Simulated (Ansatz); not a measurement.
# linear Pd chain under tension and compression

Aim: how do moment and conductance of the linear Pd chain follow its length?

Method: DFT PBEsol, plane waves, PAW; relaxation of a chain's period, in the first sound run; inputs show where later runs differ, in Ansatz 0.2.0.

## (1) Starting point

The cell holds 1 atom: 1 Pd. Its edges and angles: a = 7.500 Å, b = 7.500 Å, c = 2.585 Å, α = 90.0°, β = 90.0°, γ = 90.0°. Vacuum lies along a and b. The structure's axis is c.

Coordinates:

```cif
data_structure
_symmetry_space_group_name_H-M 'P 1'
_symmetry_Int_Tables_number 1
_cell_length_a 7.5000
_cell_length_b 7.5000
_cell_length_c 2.5854
_cell_angle_alpha 90.000
_cell_angle_beta 90.000
_cell_angle_gamma 90.000
_cell_volume 145.43
loop_
_atom_site_label
_atom_site_type_symbol
_atom_site_fract_x
_atom_site_fract_y
_atom_site_fract_z
_atom_site_occupancy
Pd1 Pd 0.50000 0.50000 0.00000 1
```

## (2) The relaxed wire

Band widths follow the bond lengths, so the chain is relaxed first. The atoms and the third cell vector are free; the box across stays fixed as vacuum. Moments are seeded so that a magnetic state can form if it lies lower. A Fermi-Dirac smearing is set since the result may be a metal. The pressure printed is a third of the stress's trace over the whole box, vacuum included; only the stress along the axis is relaxed.

Input file input.yaml:

```yaml
crystal:
  lattice:
    - [7.5, 0.0, 0.0]
    - [0.0, 7.5, 0.0]
    - [0.0, 0.0, 2.5854]
  atoms:
    - { symbol: Pd, position: [0.5, 0.5, 0.0], spin: 0.6 }
magnetization:
  spin_polarized: true
kpoints:
  mp_grid: { grid: [1, 1, 31] }
scf:
  occupations: { method: fermi_dirac, width: 0.05 }
hamiltonian:
  xc: pbesol
relax:
  cell: { fix: [a, b, alpha, beta, gamma] }
  max_steps: 60
```

Command:

```bash
$ ansatz run input.yaml --threads 4 --pin off --max-ram 8192MiB --backend cpu --events-out ev --progress --plain --runs-dir out
```

Numbers of over 12 decimals in the logs are rounded to 6 here.

Log:

```text
Engine: ansatz 0.2.0, aarch64-unknown-linux-gnu
Pseudopotentials: kind: paw
Pseudopotential: Pd, paw, valence charge 18, recommended cutoff 420 eV (normal), Pd.paw.azcp
Functional definition: PBEsol
  exchange = pbesol_x
  correlation = pbesol_c
Crystal: 1 atoms, lattice volume = 145.429 Å³
Basis set: ecut = 420 eV, 2857 PW (Γ), exchange–correlation on 108×108×36 points (8 copies of the dense FFT grid, shifted against one another)
Bands: 14, of which v1, the nominal top of the filled ones, is band 9 counted from 1 (8 counted from 0)
Symmetry: 16 space group operations
Space group: P4/mmm (ITA 123), of the structure as read, at distance tolerance 5.3e-5 Å
Magnetic group: BNS 123.339 (UNI 999), of the structure as read, at distance tolerance 5.3e-5 Å
k-points: 16 of 31
Non-local potential: Pd, projectors of the file, l = 0: 2, l = 1: 2, l = 2: 2, l = 3: 1
PAW form: soft (Blöchl's): semilocal exchange-correlation on the pseudo side does not see the compensation charge
PAW frozen core: Pd, regenerated for the run's functional, and the local potential with it (the file was generated under x = pbe(κ = 0.804, μ = 0.219515), c = pbe(β = 0.066725))
PAW one-centre angular grid: Pd, 590 points (default); XC on 64 Gauss nodes
Initial density: superposition of atomic densities (neutral atoms: chi_scale 0, normalization atom)
Starting moments: Σ|m| = 0.6 μB on 1 of 1 site
Initial wavefunctions: pseudopotential atomic-orbital guess
Functional: x = pbesol(κ = 0.804, μ = 0.123457), c = pbesol(β = 0.046)
SCF iter   1: F=—  HF=-6904.572424 eV  |F-HF|=—  |Δ(HF+E_count)|=         —  Δρ=3.32e-2 (↑3.32e-2 ↓2.48e-2)  dr2=5.85e0  dr2_m=7.29e-2  M=0.381 μB ∫|m|=0.383 μB  β_m=0.30  ethr=3.10e-3  ⟨swp⟩=4.7  Hψ=2239  notcnv=0
preconditioner: auto → LDOS  [metal: Δε(μ)=0.058 eV  Ē_g=5.471 eV  σ=0.050 eV  W_gap=0.28  n_scr=20 (ndim 8)  ℏωp=9.7 eV  f_vac=0.746  D(μ)=2.62/eV (n_scr^D=12)]
spin=Collinear: LDOS preconditioning applied to the charge; magnetization (m = ρ↑ − ρ↓) channel mixes plain (no charge-response kernel on spin).
SCF iter   2: F=—  HF=-6903.879096 eV  |F-HF|=—  |Δ(HF+E_count)|=   6.93e-1  Δρ=1.75e-2 (↑1.75e-2 ↓1.61e-2)  dr2=1.98e0  dr2_m=2.73e-2  M=0.422 μB ∫|m|=0.425 μB  β_m=0.30  ethr=3.10e-3  ⟨swp⟩=2.1  Hψ=1019  notcnv=0  defer=8
SCF iter   3: F=—  HF=-6903.546313 eV  |F-HF|=—  |Δ(HF+E_count)|=   3.33e-1  Δρ=7.94e-3 (↑4.35e-3 ↓7.94e-3)  dr2=1.38e-1  dr2_m=1.48e-2  M=0.535 μB ∫|m|=0.535 μB  β_m=1.00  ethr=3.10e-3  ⟨swp⟩=2.2  Hψ=753  notcnv=0  defer=8
SCF iter   4: F=—  HF=-6903.565236 eV  |F-HF|=—  |Δ(HF+E_count)|=   1.89e-2  Δρ=3.69e-3 (↑1.91e-3 ↓3.69e-3)  dr2=4.84e-2  dr2_m=3.05e-3  M=0.611 μB ∫|m|=0.611 μB  β_m=1.00  ethr=7.64e-4  ⟨swp⟩=3.2  Hψ=1013  notcnv=0  defer=8
SCF iter   5: F=—  HF=-6903.562706 eV  |F-HF|=—  |Δ(HF+E_count)|=   2.53e-3  Δρ=1.83e-3 (↑1.83e-3 ↓1.33e-3)  dr2=4.39e-3  dr2_m=9.28e-4  M=0.658 μB ∫|m|=0.658 μB  β_m=1.00  ethr=2.69e-4  ⟨swp⟩=2.7  Hψ=808  notcnv=0  defer=12
SCF iter   6: F=—  HF=-6903.569720 eV  |F-HF|=—  |Δ(HF+E_count)|=   7.01e-3  Δρ=7.09e-4 (↑4.22e-4 ↓7.09e-4)  dr2=2.98e-4  dr2_m=3.37e-4  M=0.685 μB ∫|m|=0.686 μB  β_m=1.00  ethr=2.44e-5  ⟨swp⟩=2.9  Hψ=802  notcnv=0  defer=12
SCF iter   7: F=—  HF=-6903.571067 eV  |F-HF|=—  |Δ(HF+E_count)|=   1.35e-3  Δρ=2.77e-4 (↑2.42e-4 ↓2.77e-4)  dr2=7.11e-5  dr2_m=7.01e-5  M=0.698 μB ∫|m|=0.699 μB  β_m=0.30  ethr=1.65e-6  ⟨swp⟩=2.4  Hψ=769  notcnv=0  defer=12
Mixer restart at iter 7: flushing history
spin-set hold released at iteration 7 (site moments contracting): the magnetisation degrees of freedom join the quasi-Newton model from the next iteration; the mixer history was flushed
SCF iter   8: F=—  HF=-6903.572014 eV  |F-HF|=—  |Δ(HF+E_count)|=   9.47e-4  Δρ=2.85e-4 (↑2.38e-4 ↓2.85e-4)  dr2=4.37e-5  dr2_m=8.13e-5  M=0.702 μB ∫|m|=0.702 μB  β_m=0.65  ethr=3.95e-7  ⟨swp⟩=1.8  Hψ=530  notcnv=0  defer=12
SCF iter   9: F=—  HF=-6903.573043 eV  |F-HF|=—  |Δ(HF+E_count)|=   1.03e-3  Δρ=1.59e-4 (↑1.09e-4 ↓1.59e-4)  dr2=9.89e-6  dr2_m=2.37e-5  M=0.713 μB ∫|m|=0.714 μB  β_m=0.82  ethr=2.43e-7  ⟨swp⟩=2.0  Hψ=858  notcnv=0  defer=12
SCF iter  10: F=—  HF=-6903.572995 eV  |F-HF|=—  |Δ(HF+E_count)|=   4.74e-5  Δρ=1.95e-5 (↑8.72e-6 ↓1.95e-5)  dr2=6.30e-7  dr2_m=1.98e-7  M=0.716 μB ∫|m|=0.716 μB  β_m=0.89  ethr=5.49e-8  ⟨swp⟩=2.2  Hψ=769  notcnv=0  defer=12
SCF iter  11: F=—  HF=-6903.572996 eV  |F-HF|=—  |Δ(HF+E_count)|=   1.11e-6  Δρ=7.92e-6 (↑3.47e-6 ↓7.92e-6)  dr2=4.66e-8  dr2_m=3.33e-8  M=0.716 μB ∫|m|=0.716 μB  β_m=0.94  ethr=5.56e-10  ⟨swp⟩=2.7  Hψ=1568  notcnv=0
SCF iter  12: F=—  HF=-6903.572996 eV  |F-HF|=—  |Δ(HF+E_count)|=   1.97e-7  Δρ=4.01e-6 (↑4.01e-6 ↓3.80e-6)  dr2=7.81e-8  dr2_m=2.85e-9  M=0.716 μB ∫|m|=0.717 μB  β_m=0.82  ethr=2.59e-10  ⟨swp⟩=3.9  Hψ=1277  notcnv=0
SCF iter  13: F=—  HF=-6903.572996 eV  |F-HF|=—  |Δ(HF+E_count)|=   4.89e-9  Δρ=1.85e-6 (↑4.08e-7 ↓1.85e-6)  dr2=3.32e-9  dr2_m=1.63e-9  M=0.716 μB ∫|m|=0.717 μB  β_m=0.81  ethr=2.59e-10  ⟨swp⟩=3.7  Hψ=1194  notcnv=0
SCF iter  14: F=-6903.572996 eV  HF=-6903.572996 eV  |F-HF|=1.17e-10  |Δ(HF+E_count)|=   1.15e-9  Δρ=4.84e-7 (↑2.37e-7 ↓4.84e-7)  dr2=4.55e-10  dr2_m=1.13e-10  M=0.716 μB ∫|m|=0.717 μB  ethr=1.85e-11  ⟨swp⟩=2.5  Hψ=954  notcnv=0
SCF 1 converged in 14 iterations: F = -6903.572996 eV  dr2 = 4.55e-10
  greatest PAW one-centre occupation: 0.999 electrons in one spin orbital (limit 2), on the Pd atom at site 0 (counted from 0), in its partial waves of l = 0
relax step   1: F+E_penalty+E_count = -6903.57299641 eV  Δ(F+E_penalty+E_count) = +0.000e0 eV  max|allowed force component| = 0.000e0 eV/Å  Δτ_max = 0.0000 Å  P = -1.040 GPa  Ω = 145.429 Å³  fix = [a, b, alpha, beta, gamma]  reactions: a -0.110, b -0.110 GPa  (14 SCF iters, dr2 threshold 1.00e-7 eV, accepted)
Crystal: 1 atoms, lattice volume = 138.330 Å³
Basis set: ecut = 420 eV, 2689 PW (Γ), exchange–correlation on 108×108×36 points (8 copies of the dense FFT grid, shifted against one another)
Initial density: handed on by an earlier stage of this run
Starting moments: Σ|m| = 0.6 μB on 1 of 1 site; this step starts from the density that it was given
Initial wavefunctions: those handed on with the density
iter 1 solved again at ethr=3.68e-4 eV; its pass at ethr=3.10e-3 eV (dr2=6.62e-2 eV) is discarded
SCF iter   1: F=—  HF=-6903.685344 eV  |F-HF|=—  |Δ(HF+E_count)|=         —  Δρ=3.99e-3 (↑3.99e-3 ↓2.27e-3)  dr2=6.51e-2  dr2_m=2.02e-3  M=0.647 μB ∫|m|=0.647 μB  β_m=0.30  ethr=3.68e-4  ⟨swp⟩=1.0  Hψ=2887  notcnv=0
[...]
iter 11 did not close the SCF: its close was put off for a magnetic moment that had not settled (scf_convergence_deferred on its scf_iter line)
SCF iter  11: F=-6903.706441 eV  HF=-6903.706441 eV  |F-HF|=8.82e-11  |Δ(HF+E_count)|=   2.39e-9  Δρ=2.67e-7 (↑2.43e-7 ↓2.67e-7)  dr2=1.51e-10  dr2_m=4.24e-11  M=-0.000 μB ∫|m|=0.000 μB  β_m=1.00  ethr=1.00e-12  ⟨swp⟩=1.0  Hψ=1432  notcnv=0
SCF iter  12: F=-6903.706441 eV  HF=-6903.706441 eV  |F-HF|=7.28e-12  |Δ(HF+E_count)|=  4.37e-11  Δρ=1.00e-7 (↑1.00e-7 ↓7.82e-8)  dr2=5.70e-12  dr2_m=8.21e-12  M=0.000 μB ∫|m|=0.000 μB  ethr=1.00e-12  ⟨swp⟩=1.0  Hψ=1227  notcnv=0
WARN: the starting moments were not kept: the SCF closed with an absolute magnetisation of 8.9e-6 μB, where they sum to 0.6 μB in size (1 site). That is at most 0.1 of that sum. Measured as dr2_m measures the in/out step, that magnetisation stands 5.9e-11 eV from none, at or under the dr2_threshold of 1.0e-7 eV: it is no larger than a step whose dr2_m would equal this threshold. The system may hold no moment; this SC [...]
SCF 3 converged in 12 iterations: F = -6903.706441 eV  dr2 = 5.70e-12
relax step   3: F+E_penalty+E_count = -6903.70644050 eV  Δ(F+E_penalty+E_count) = -3.133e-2 eV  max|allowed force component| = 0.000e0 eV/Å  Δτ_max = 0.0000 Å  P = +0.186 GPa  Ω = 131.240 Å³  energy of the carried Pulay correction = +8.118e-4 eV  fix = [a, b, alpha, beta, gamma]  reactions: a -0.127, b -0.127 GPa  (12 SCF iters, dr2 threshold 1.00e-7 eV, accepted)
[...]
relax step   4: F+E_penalty+E_count = -6903.70989003 eV  Δ(F+E_penalty+E_count) = -3.450e-3 eV  max|allowed force component| = 0.000e0 eV/Å  Δτ_max = 0.0000 Å  P = -0.169 GPa  Ω = 133.460 Å³  energy of the carried Pulay correction = +6.832e-4 eV  fix = [a, b, alpha, beta, gamma]  reactions: a -0.125, b -0.125 GPa  (11 SCF iters, dr2 threshold 1.00e-7 eV, accepted)
[...]
relax step   5: F+E_penalty+E_count = -6903.71039677 eV  Δ(F+E_penalty+E_count) = -5.067e-4 eV  max|allowed force component| = 0.000e0 eV/Å  Δτ_max = 0.0000 Å  P = -0.085 GPa  Ω = 132.888 Å³  energy of the carried Pulay correction = +7.163e-4 eV  fix = [a, b, alpha, beta, gamma]  reactions: a -0.125, b -0.125 GPa  (9 SCF iters, dr2 threshold 1.00e-7 eV, accepted)
Basis set: ecut = 420 eV, 2583 PW (Γ), exchange–correlation on 108×108×32 points (8 copies of the dense FFT grid, shifted against one another)
Initial wavefunctions: pseudopotential atomic-orbital guess (no wavefunctions were taken with the density)
iter 1 solved again at ethr=1.87e-7 eV; its pass at ethr=3.10e-3 eV (dr2=3.36e-5 eV) is discarded
SCF iter   1: F=—  HF=-6903.709340 eV  |F-HF|=—  |Δ(HF+E_count)|=         —  Δρ=7.53e-5 (↑7.53e-5 ↓7.53e-5)  dr2=4.80e-6  dr2_m=5.02e-12  M=0.000 μB ∫|m|=0.000 μB  β_m=0.30  ethr=1.87e-7  ⟨swp⟩=3.1  Hψ=3728  notcnv=0
preconditioner: auto → LDOS  [metal: Δε(μ)=0.044 eV  Ē_g=7.707 eV  σ=0.050 eV  W_gap=0.22  n_scr=20 (ndim 8)  ℏωp=10.2 eV  f_vac=0.723  D(μ)=2.83/eV (n_scr^D=20)]
spin=Collinear: LDOS preconditioning applied to the charge; magnetization (m = ρ↑ − ρ↓) channel mixes plain (no charge-response kernel on spin).
SCF iter   2: F=—  HF=-6903.709342 eV  |F-HF|=—  |Δ(HF+E_count)|=   2.17e-6  Δρ=5.04e-5 (↑5.04e-5 ↓5.04e-5)  dr2=2.17e-6  dr2_m=4.56e-12  M=0.000 μB ∫|m|=0.000 μB  β_m=0.54  ethr=2.67e-8  ⟨swp⟩=2.1  Hψ=643  notcnv=0
SCF iter   3: F=—  HF=-6903.709340 eV  |F-HF|=—  |Δ(HF+E_count)|=   2.41e-6  Δρ=8.16e-6 (↑8.16e-6 ↓8.14e-6)  dr2=5.02e-8  dr2_m=4.24e-12  M=0.000 μB ∫|m|=0.000 μB  β_m=0.58  ethr=1.20e-8  ⟨swp⟩=2.2  Hψ=744  notcnv=0
SCF iter   4: F=—  HF=-6903.709340 eV  |F-HF|=—  |Δ(HF+E_count)|=   1.22e-7  Δρ=1.67e-6 (↑1.67e-6 ↓1.64e-6)  dr2=7.68e-9  dr2_m=3.81e-12  M=0.000 μB ∫|m|=0.000 μB  β_m=0.73  ethr=2.79e-10  ⟨swp⟩=3.0  Hψ=782  notcnv=0
SCF iter   5: F=—  HF=-6903.709340 eV  |F-HF|=—  |Δ(HF+E_count)|=   2.06e-8  Δρ=3.82e-7 (↑3.82e-7 ↓3.03e-7)  dr2=1.23e-9  dr2_m=3.24e-12  M=0.000 μB ∫|m|=0.000 μB  β_m=0.87  ethr=4.27e-11  ⟨swp⟩=2.4  Hψ=595  notcnv=0
SCF iter   6: F=—  HF=-6903.709340 eV  |F-HF|=—  |Δ(HF+E_count)|=   1.35e-9  Δρ=9.10e-8 (↑9.10e-8 ↓3.60e-8)  dr2=1.32e-11  dr2_m=2.61e-12  M=0.000 μB ∫|m|=0.000 μB  β_m=0.93  ethr=6.83e-12  ⟨swp⟩=1.8  Hψ=488  notcnv=0
SCF iter   7: F=-6903.709340 eV  HF=-6903.709340 eV  |F-HF|=6.37e-12  |Δ(HF+E_count)|=   7.32e-8  Δρ=7.84e-8 (↑7.84e-8 ↓5.10e-8)  dr2=4.59e-12  dr2_m=2.21e-12  M=0.000 μB ∫|m|=0.000 μB  ethr=1.00e-12  ⟨swp⟩=5.9  Hψ=1764  notcnv=0
the starting moments were not kept: the SCF closed with an absolute magnetisation of 2.3e-5 μB, where they sum to 0.6 μB in size (1 site). That is at most 0.1 of that sum.
SCF 6 converged in 7 iterations: F = -6903.709340 eV  dr2 = 4.59e-12
relax step   6: F+E_penalty+E_count = -6903.70933985 eV  Δ(F+E_penalty+E_count) = +1.057e-3 eV  max|allowed force component| = 0.000e0 eV/Å  Δτ_max = 0.0000 Å  P = -0.082 GPa  Ω = 132.888 Å³  fix = [a, b, alpha, beta, gamma]  reactions: a -0.122, b -0.122 GPa  stress off target by 9.72e-5 GPa on what of the cell is left free  SCF on the basis re-selected at this cell (its energy is not comparable with the rows above)  (7 SCF iters)
basis re-selected at this cell: Δ(F+E_penalty+E_count) = +1.057e-3 eV, ΔP = +0.003 GPa vs the last step (what re-selecting the basis moved, of the pressure what is left beyond the Pulay correction that the steps carried, after the strain that the cell walked since its last selection, with what the two solves' SCF thresholds leave and, on support functions, any second-order correction that the steps lacked; it is no measure of the basis error at this ecutwfc). The dense FFT grid was sized anew with the basis: this SCF ran on 54×54×16 points, the steps before it on 54×54×18, so part of this shift can come from that change (see relax.cell in the input reference). [rest of the remark cut]
SCF converged after 7 iterations
Magnetization: 0.0000 μB (9.0000 up, 9.0000 down)
Absolute magnetization: 0.0000 μB (∫|ρ↑−ρ↓|, with the PAW one-centre terms)
Spin contamination: 0.0000 ħ² per cell (⟨S²⟩ above its minimum at these occupations)
Per-site moments (μB) at R_I (Å): [(1.9320024424427333e-5, 0.974515)]
Free energy (F): -6903.709340 eV
Harris-Foulkes:  -6903.709340 eV  (|F-HF|=6.37e-12)
Internal energy: -6903.687398 eV  (E = F + TS)
E sigma→0 (E₀):  -6903.698369 eV
Entropy (-TS):   -0.021942 eV (-21.942 meV/atom)
Fermi energy:    -2.672989 eV
--- Per-component energies (eV) ---
  E_band       = -527.090446
  E_kinetic    = 514.647812
  E_local      = -5782.850993  (includes V_loc(G=0)·N_el)
  E_nonlocal   = 221.695080
  E_hartree    = 2529.473500
  E_xc         = -164.420330
  E_vxc        = -206.674832  (∫ρ·V_xc dr)
  E_paw        = -3686.830253  (= ΣΔE_a)
  E_vpaw       = -332.854818  (= ΣTr[D̂ρ^β])
  E_aug_tail   = 0.000198  (compensation charges beyond the density's cutoff)
  E_ewald      = -535.704936
  E_core_change = 0.302524  (= ΣΔE_core)
  E_smearing   = -0.021942  (= −TS)
  E_closure    = -0.000000  (closes the sum)
  Σ components = -6903.709340   (vs F -6903.709340, Δ=0.00e0)
--- Forces (eV/Å), atoms counted from 1 ---
  atom   1  Pd    -0.00000000    -0.00000000     0.00000000
  max |Σ_I F_I| component: 1.31e-27 eV/Å
--- Stress (GPa, compression-positive) ---
       -0.122485       0.000000       0.000000
        0.000000      -0.122485       0.000000
        0.000000       0.000000       0.000097
  P = ⅓ Tr σ = -0.0816 GPa (-0.816 kbar)
--- Relaxed structure (5 steps of the walk, 5 accepted, 1 SCFs on fresh bases) ---
  F+E_penalty+E_count = -6903.70933985 eV   max|allowed force component| = 0.000e0 eV/Å   (the final SCF, on the basis selected at the relaxed cell)
  cell:  # Å, volume = 132.8883 Å³
    - [7.5, 0.0, 0.0]
    - [0.0, 7.5, 0.0]
    - [0.0, 0.0, 2.362460]
  atoms:
    - { symbol: Pd, position: [0.500000, 0.500000, 0.0] }
```

Elapsed: 7.8 s, on 4 threads of Arm Neoverse V2, shared host; peak memory 0.39 GiB.

The steps of the relaxation:

```
step  energy less that of the first step (eV)  largest force component (eV/Å)  pressure (GPa)  volume (Å³)
   1                                   0.0000                          0.0000           -1.04       145.43
   2                                  -0.1021                          0.0000           -0.67       138.33
   3                                  -0.1334                          0.0000            0.19       131.24
   4                                  -0.1369                          0.0000           -0.17       133.46
   5                                  -0.1374                          0.0000           -0.08       132.89
  6*                                  -0.1363                          0.0000           -0.08       132.89
```

Relaxation steps marked * repeat the geometry before them on a plane-wave basis chosen anew for their cell, so energy and pressure can jump there.

```
cell as run  before  after  change
      c (Å)   2.585  2.362  -8.6 %
```

Final coordinates:

```xyz
1
Lattice="7.5000 0.0000 0.0000 0.0000 7.5000 0.0000 0.0000 0.0000 2.3625" Properties=species:S:1:pos:R:3
Pd    3.7500    3.7500    0.0000
```

This step gave:

| Property | Result |
| --- | --- |
| energy at zero smearing | -6903.6984 eV |
| cell length along the wire | 2.362 Å |

The cell's length comes to 2.362 Å with no moment.

[end of part 1 of 3]

[Logs are printed without paths, hosts, clocks, repeated set-up lines and the standing remarks that a program may print on its own settings, such as how far it seeks lower states.]

[Hosts, paths, dates, database ids (printed as entryN), source tags and the programs' standing remarks are cut or masked in the printed files.]
